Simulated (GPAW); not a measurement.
# MgS (F-43m): G0W0 on several meshes in GPAW

Wanted: mesh dependence and cost of G0W0 for MgS (F-43m).

Method: LDA and many-body steps on it, plane waves, in GPAW 26.7.0.

## Step 1: The structure

Symmetry: F-43m, No. 216, cubic system. The conventional cell has a = 5.666 Å, b = 5.666 Å, c = 5.666 Å, α = 90.00°, β = 90.00°, γ = 90.00°. Nearest to Mg lie 4 S at 2.45 Å. Nearest to S lie 4 Mg at 2.45 Å. Farther neighbours and most contacts between anions are not listed.

Structure file:

```cif
data_structure
_symmetry_space_group_name_H-M 'F-43m'
_symmetry_Int_Tables_number 216
_cell_length_a 5.6662
_cell_length_b 5.6662
_cell_length_c 5.6662
_cell_angle_alpha 90.000
_cell_angle_beta 90.000
_cell_angle_gamma 90.000
_cell_volume 181.92
loop_
_atom_site_label
_atom_site_type_symbol
_atom_site_symmetry_multiplicity
_atom_site_Wyckoff_symbol
_atom_site_fract_x
_atom_site_fract_y
_atom_site_fract_z
_atom_site_occupancy
Mg1 Mg 4 a 0.00000 0.00000 0.00000 1
S1 S 4 c 0.25000 0.25000 0.25000 1
```

The cell and positions are those that the Materials Project relaxed with its own functionals (PBE, PBE+U or r2SCAN), kept fixed. This is not the form that MgS usually takes at ambient conditions.

## Step 2: Empty states on the mesh, 4×4×4 mesh, 418 bands

This step: GPAW 26.7.0; DFT, LDA, plane waves, PAW.

The sums over transitions need many empty states on a uniform mesh; this step solves for them.

run.py reads:

```python
import json
import numpy as np
from gpaw.mpi import world
from gpaw import GPAW

calc = GPAW('gs.gpw').fixed_density(kpts={'size': (4, 4, 4), 'gamma': True},
    parallel={'domain': 1, 'band': 1},
    txt='nscf.txt')
calc.diagonalize_full_hamiltonian(nbands=418)
calc.write('full.gpw', mode='all')
res = {}
kpts = calc.get_ibz_k_points()
res['kpts'] = kpts
res['eigenvalues'] = [calc.get_eigenvalues(kpt=k) for k in range(len(kpts))]
res['n_electrons'] = calc.get_number_of_electrons()

if world.rank == 0:
    with open('result.json', 'w') as f:
        json.dump(res, f, default=lambda x: x.tolist())
```

Command:

```console
$ mpirun -n 4 gpaw python run.py
```

Numbers of over 12 decimals in the logs are rounded to 6 here.

Output:

```text
Diagonalizing LCAO Hamiltonian
Converting LCAO to pw mode
convergence criteria:
- Maximum integral of absolute [eigenst]ate change: 4e-08 eV^2 / valence electron
maximum number of iterations: 100

SCF iterations
|iter     |     time |      energy | eigst |  dens |
|iter:   1|  |             | +0.95 |       |
|iter:   2|  |             | -0.36 |       |
|iter:   3|  |             | -1.33 |       |
[...]
|iter:   7|  |             | -6.15 |       |
|iter:   8|  |             | -7.30 |       |
|iter:   9|  |             | -7.89c|       |
SCF steps: 9
  __  _  _
 | _ |_)|_||  |
 |__||  | ||/\| - 26.7.0

Input parameters:
  mode=PW(ecut=450.000000),
  convergence={'density': 1e-06, 'bands': -3},
  gpts=array([20, 20, 20]),
  kpts=MonkhorstPack(size=(4, 4, 4), gamma=True),
  maxiter=100,
  nbands=15,
  occupations=Occupations(name='fermi-dirac', width=0.001, fixmagmom=False),
  parallel={'domain': 1, 'band': 1},
  xc=XC(name='LDA')
Matrix size: 982x982
# Writing to full.gpw (mode='all')
  [... matrices ...]

timing:  # [seconds]
  Total: 2.356  # ━━━━━━━━━━━━━━━━━━━━━━━━━━━━━━━━━━━━━━━━━━━━━━━━━━━━━━━━━━━
```

Run time: 4.8 s. Hardware: 4 MPI ranks of Arm Neoverse V2, shared host; peak memory 0.94 GiB; 19 s of CPU time.

Numbers from this step:

* gap: 3.176 eV
* k of the valence top: 0, 0, 0
* k of the conduction bottom: 0, 0, 0
* least direct gap: 3.176 eV
* k points computed: 8
* lowest point of the top converged band, above the valence top: 242.7077 eV

On this mesh the gap is 3.176 eV.

## Step 3: 4×4×4

G0W0 replaces the xc potential by the self-energy, built once from these orbitals. Only a window of levels is corrected, while the sums run over the empty bands that the input names.

This step: G0W0 on LDA, plane waves, PAW.

run.py reads:

```python
import json
import numpy as np
from gpaw.mpi import world
from gpaw.response.g0w0 import G0W0

gw = G0W0('full.gpw',
    filename='gw',
    kpts=[0],
    bands=(6, 10),
    ecut=75,
    nbands=67,
    integrate_gamma='WS',
    ppa=True)
gw.calculate()
res = {mode: {k: v for k, v in r.items() if k != 'sigma_eskwn'}
       for mode, r in gw.all_results.items()}

if world.rank == 0:
    with open('result.json', 'w') as f:
        json.dump(res, f, default=lambda x: x.tolist())
```

Command:

```console
$ mpirun -n 4 gpaw python run.py
```

Output:

```text
Using integrator: PointIntegrator
FrequencyGridDescriptor(from 0.000+0.000j to 0.000+27.211j eV, 2 points)
Nonperiodic BCs:  [False False False]
Using integrator: PointIntegrator
FrequencyGridDescriptor(from 0.000+0.000j to 0.000+27.211j eV, 2 points)
Nonperiodic BCs:  [False False False]
  ___  _ _ _
 |   || | | |
 | | || | | |
 |__ ||_____|
 |___|

BZ k-points: Symmetries present (total): 24

  [... matrices ...]
64 k-points: 4 x 4 x 4 Monkhorst-Pack grid + [1/8,1/8,1/8]
8 k-points in the irreducible part of the Brillouin zone
       k-points in crystal coordinates                weights
   0:     0.00000000    0.00000000    0.00000000          1/64
   1:     0.25000000    0.25000000    0.00000000          6/64
   2:     0.25000000    0.25000000    0.25000000          8/64
   3:     0.50000000    0.25000000   -0.25000000          6/64
   4:     0.50000000    0.25000000    0.25000000         12/64
   5:     0.50000000    0.50000000    0.00000000          3/64
   6:     0.50000000    0.50000000    0.25000000         24/64
   7:     0.50000000    0.50000000    0.50000000          4/64

Distributing spins, k-points and bands (1 x 1 x 4) over 4 processes
Number of blocks: 1

Quasi particle states:
k-points (IBZ indices): [0]
Band range: (6, 10)
  [... matrices ...]
Computational parameters:
Plane wave cut-off: 75 eV
Number of bands: 67
Coulomb cutoff: None
Broadening: 0.1 eV

fxc modes: GW
Kernel: RPA
Using Godby-Needs plasmon-pole approximation:
  Fitting energy: i*E0, E0 = 1.000 Hartree
Summing all q:

Calculating screened Coulomb potential
No Coulomb truncation
FrequencyGridDescriptor(from 0.000+0.000j to 0.000+27.211j eV, 2 points)
Removing empty qpoint cache files...

Calculating chi0 body with:
    Ground state adapter containing:
    Number of spins: 1
    Number of kpoints: 64
    Number of irreducible kpoints: 8
    Number of completely occupied states: 8
    Number of partially occupied states: 8
    Occupied states memory: 0.9765625 M / cpu

    Linear response parametrization:
    q_c: [0.0, 0.0, 0.0]
    Number of frequency points: 2
    Planewave cutoff: 75.0
    Number of bands: 67
    Number of planewaves: 65
    Broadening (eta): 1e-06
    comm.size: 4
    kncomm.size: 4
    blockcomm.size: 1

    Memory estimate of potentially large arrays:
        chi0_wGG: 0.128937 M / cpu
Integrating chi0 body.

Symmetries of q_c:
    Direct symmetries (Uq -> q): 24
    Indirect symmetries (TUq -> q): 24
In total 48 allowed symmetries.

  [... matrices ...]
8 groups of equivalent kpoints. 87.5% reduction.

Integral kind: response function
Integrating chi0 head and wings.

Symmetries of q_c:
    Direct symmetries (Uq -> q): 24
    Indirect symmetries (TUq -> q): 24
In total 48 allowed symmetries.

  [... matrices ...]
8 groups of equivalent kpoints. 87.5% reduction.

Integral kind: response function wings

Calculating chi0 body with:
    Ground state adapter containing:
    Number of spins: 1
    Number of kpoints: 64
    Number of irreducible kpoints: 8
    Number of completely occupied states: 8
    Number of partially occupied states: 8
    Occupied states memory: 0.9765625 M / cpu

    Linear response parametrization:
[... the further q-points ...]

Results:
f:      Occupation numbers
eps:     KS-eigenvalues [eV]
vxc:     KS vxc [eV]
exx:     Exact exchange [eV]
sigma:   Self-energies [eV]
dsigma:  Self-energy derivatives
Z:       Renormalization factors
qp:      QP-energies [eV]

k-point 0 (0): (0.000, 0.000, 0.000)                GW
band       f     eps     vxc     exx   sigma  dsigma       Z      qp
                                                                   GW
   6   1.000   1.541 -15.058 -18.097   2.057  -0.273   0.786   0.768
   7   1.000   1.541 -15.058 -18.097   2.057  -0.273   0.786   0.768
   8   0.000   4.716 -10.894  -6.591  -3.283  -0.217   0.822   5.554
   9   0.000   9.281 -10.602  -5.295  -3.871  -0.231   0.813  10.448
```

Wall time 6.7 s (4 MPI ranks); peak memory 0.94 GiB.

This step gave:

* G0W0 gap on the points computed: 4.786 eV
* least direct G0W0 gap on the computed points: 4.786 eV
* Z at the valence top: 0.7857
* Z at the conduction bottom: 0.8216
* starting gap on the mesh: 3.176 eV
* k of the valence top: 0, 0, 0
* k of the conduction bottom: 0, 0, 0

The gap on the mesh goes from 3.18 eV to 4.79 eV, a correction of +1.61 eV.

## Step 4: Empty states on the mesh, 6×6×6 mesh, 77 bands

This step: DFT, LDA, plane waves, PAW.

run.py reads:

```python
import json
import numpy as np
from gpaw.mpi import world
from gpaw import GPAW

calc = GPAW('gs.gpw').fixed_density(kpts={'size': (6, 6, 6), 'gamma': True},
    parallel={'domain': 1, 'band': 1},
    txt='nscf.txt')
calc.diagonalize_full_hamiltonian(nbands=77)
calc.write('full.gpw', mode='all')
res = {}
kpts = calc.get_ibz_k_points()
res['kpts'] = kpts
res['eigenvalues'] = [calc.get_eigenvalues(kpt=k) for k in range(len(kpts))]
res['n_electrons'] = calc.get_number_of_electrons()

if world.rank == 0:
    with open('result.json', 'w') as f:
        json.dump(res, f, default=lambda x: x.tolist())
```

Command:

```console
$ mpirun -n 4 gpaw python run.py
```

Output:

```text
Diagonalizing LCAO Hamiltonian
Converting LCAO to pw mode
convergence criteria:
- Maximum integral of absolute [eigenst]ate change: 4e-08 eV^2 / valence electron
maximum number of iterations: 100

SCF iterations
|iter     |     time |      energy | eigst |  dens |
|iter:   1|  |             | +0.95 |       |
|iter:   2|  |             | -0.27 |       |
|iter:   3|  |             | -1.40 |       |
[...]
|iter:   7|  |             | -5.64 |       |
|iter:   8|  |             | -6.95 |       |
|iter:   9|  |             | -7.63c|       |
SCF steps: 9
  __  _  _
 | _ |_)|_||  |
 |__||  | ||/\| - 26.7.0

Input parameters:
  mode=PW(ecut=450.000000),
  convergence={'density': 1e-06, 'bands': -3},
  gpts=array([20, 20, 20]),
  kpts=MonkhorstPack(size=(6, 6, 6), gamma=True),
  maxiter=100,
  nbands=15,
  occupations=Occupations(name='fermi-dirac', width=0.001, fixmagmom=False),
  parallel={'domain': 1, 'band': 1},
  xc=XC(name='LDA')
Matrix size: 975x975
# Writing to full.gpw (mode='all')
  [... matrices ...]

timing:  # [seconds]
  Total: 3.446  # ━━━━━━━━━━━━━━━━━━━━━━━━━━━━━━━━━━━━━━━━━━━━━━━━━━━━━━━━━━━
```

Wall time 6.2 s (4 MPI ranks); peak memory 0.9 GiB.

Numbers from this step:

```yaml
gap: 3.176 eV
k_of_the_valence_top: 0, 0, 0
k_of_the_conduction_bottom: 0, 0, 0
least_direct_gap: 3.176 eV
k_points_computed: 16
lowest_point_of_the_top_converged_band_above_the_valence_top: 69.1838 eV
```

On this mesh the gap is 3.176 eV.

## Step 5: 6×6×6

This step: G0W0 on LDA, plane waves, PAW.

run.py reads:

```python
import json
import numpy as np
from gpaw.mpi import world
from gpaw.response.g0w0 import G0W0

gw = G0W0('full.gpw',
    filename='gw',
    kpts=[0],
    bands=(6, 10),
    ecut=75,
    nbands=67,
    integrate_gamma='WS',
    ppa=True)
gw.calculate()
res = {mode: {k: v for k, v in r.items() if k != 'sigma_eskwn'}
       for mode, r in gw.all_results.items()}

if world.rank == 0:
    with open('result.json', 'w') as f:
        json.dump(res, f, default=lambda x: x.tolist())
```

Command:

```console
$ mpirun -n 4 gpaw python run.py
```

Output:

```text
Using integrator: PointIntegrator
FrequencyGridDescriptor(from 0.000+0.000j to 0.000+27.211j eV, 2 points)
Nonperiodic BCs:  [False False False]
Using integrator: PointIntegrator
FrequencyGridDescriptor(from 0.000+0.000j to 0.000+27.211j eV, 2 points)
Nonperiodic BCs:  [False False False]
  ___  _ _ _
 |   || | | |
 | | || | | |
 |__ ||_____|
 |___|

BZ k-points: Symmetries present (total): 24

  [... matrices ...]
216 k-points: 6 x 6 x 6 Monkhorst-Pack grid + [1/12,1/12,1/12]
16 k-points in the irreducible part of the Brillouin zone
       k-points in crystal coordinates                weights
   0:     0.00000000    0.00000000    0.00000000          1/216
   1:     0.16666667    0.16666667    0.00000000          6/216
   2:     0.16666667    0.16666667    0.16666667          8/216
[...]
9:     0.50000000    0.33333333   -0.16666667         12/216
          ...
  15:     0.50000000    0.50000000    0.50000000          4/216

Distributing spins, k-points and bands (1 x 1 x 4) over 4 processes
Number of blocks: 1

Quasi particle states:
k-points (IBZ indices): [0]
Band range: (6, 10)
  [... matrices ...]
Computational parameters:
Plane wave cut-off: 75 eV
Number of bands: 67
Coulomb cutoff: None
Broadening: 0.1 eV

fxc modes: GW
Kernel: RPA
Using Godby-Needs plasmon-pole approximation:
  Fitting energy: i*E0, E0 = 1.000 Hartree
Summing all q:

Calculating screened Coulomb potential
No Coulomb truncation
FrequencyGridDescriptor(from 0.000+0.000j to 0.000+27.211j eV, 2 points)
Removing empty qpoint cache files...

Calculating chi0 body with:
    Ground state adapter containing:
    Number of spins: 1
    Number of kpoints: 216
    Number of irreducible kpoints: 16
    Number of completely occupied states: 8
    Number of partially occupied states: 8
    Occupied states memory: 0.9765625 M / cpu

    Linear response parametrization:
    q_c: [1.3877787807814457e-17, 1.3877787807814457e-17, 1.3877787807814457e-17]
    Number of frequency points: 2
    Planewave cutoff: 75.0
    Number of bands: 67
    Number of planewaves: 65
    Broadening (eta): 1e-06
    comm.size: 4
    kncomm.size: 4
    blockcomm.size: 1

    Memory estimate of potentially large arrays:
        chi0_wGG: 0.128937 M / cpu
Integrating chi0 body.

Symmetries of q_c:
    Direct symmetries (Uq -> q): 24
    Indirect symmetries (TUq -> q): 24
In total 48 allowed symmetries.

  [... matrices ...]
16 groups of equivalent kpoints. 92.592593% reduction.

Integral kind: response function
Integrating chi0 head and wings.

Symmetries of q_c:
    Direct symmetries (Uq -> q): 24
    Indirect symmetries (TUq -> q): 24
In total 48 allowed symmetries.

  [... matrices ...]
16 groups of equivalent kpoints. 92.592593% reduction.

Integral kind: response function wings

Calculating chi0 body with:
    Ground state adapter containing:
    Number of spins: 1
    Number of kpoints: 216
    Number of irreducible kpoints: 16
    Number of completely occupied states: 8
    Number of partially occupied states: 8
[... the further q-points ...]

Results:
f:      Occupation numbers
eps:     KS-eigenvalues [eV]
vxc:     KS vxc [eV]
exx:     Exact exchange [eV]
sigma:   Self-energies [eV]
dsigma:  Self-energy derivatives
Z:       Renormalization factors
qp:      QP-energies [eV]

k-point 0 (0): (0.000, 0.000, 0.000)                GW
band       f     eps     vxc     exx   sigma  dsigma       Z      qp
                                                                   GW
   6   1.000   1.541 -15.058 -18.036   2.006  -0.272   0.786   0.777
   7   1.000   1.541 -15.058 -18.036   2.006  -0.272   0.786   0.777
   8   0.000   4.716 -10.894  -6.688  -3.200  -0.215   0.823   5.544
   9   0.000   9.281 -10.602  -5.308  -3.851  -0.229   0.813  10.454
```

Elapsed: 22 s, on 4 MPI ranks; peak memory 0.91 GiB; 87 s of CPU time.

This step gave:

```yaml
g0w0_gap_on_the_points_computed: 4.768 eV
least_direct_g0w0_gap_on_the_computed_points: 4.768 eV
z_at_the_valence_top: 0.7859
z_at_the_conduction_bottom: 0.8231
starting_gap_on_the_mesh: 3.176 eV
k_of_the_valence_top: 0, 0, 0
k_of_the_conduction_bottom: 0, 0, 0
```

Against G0W0 in GPAW (4×4×4 mesh, 67 bands, screening to 75 eV, Godby-Needs plasmon pole), the gap moves by −0.018 eV.

## Step 6: Side by side

Times are wall times on 4 MPI ranks of Arm Neoverse V2, shared host, good to a factor of about two.

| run | mesh | bands | screening cutoff (eV) | DFT gap (eV) | gap on the mesh (eV) | direct (eV) | time |
| --- | --- | --- | --- | --- | --- | --- | --- |
| 4×4×4 | 4×4×4 | 67 | 75 | 3.176 | 4.786 | 4.786 | 6.7 s |
| 6×6×6 | 6×6×6 | 67 | 75 | 3.176 | 4.768 | 4.768 | 22 s |

## Step 7: Outcome

| Property | Result |
| --- | --- |
| 4×4×4 | 4.786 eV |
| 6×6×6 | 4.768 eV |
| known limits | not at the basis limit; coarse k mesh |

In words: 6×6×6: −0.018 eV against 4×4×4. Bands and cutoff are finite, so the gap is not at the basis limit. The miss can reach some tenths of an eV and take either sign; the mesh is an error of its own. These stock PAW sets were not made for GW. In the G0W0 runs levels were corrected at 1 k point alone, so a gap called «on the mesh» is the least over those, and an edge elsewhere would be missed. The 4×4×4 mesh is coarse for this cell, which bears on the long-range parts of exchange and screening.

[Paths, hosts, dates, memory and timing lines, banners, echoed tables and standing remarks are left out of the program output.]

[Logs are printed without paths, hosts, clocks, repeated set-up lines and the standing remarks that a program may print on its own settings, such as how far it seeks lower states.]

[Runs of the session that timed out or met a known fault of the program may be left out.]

[Hosts, paths, dates, database ids (printed as entryN), source tags and the programs' standing remarks are cut or masked in the printed files.]
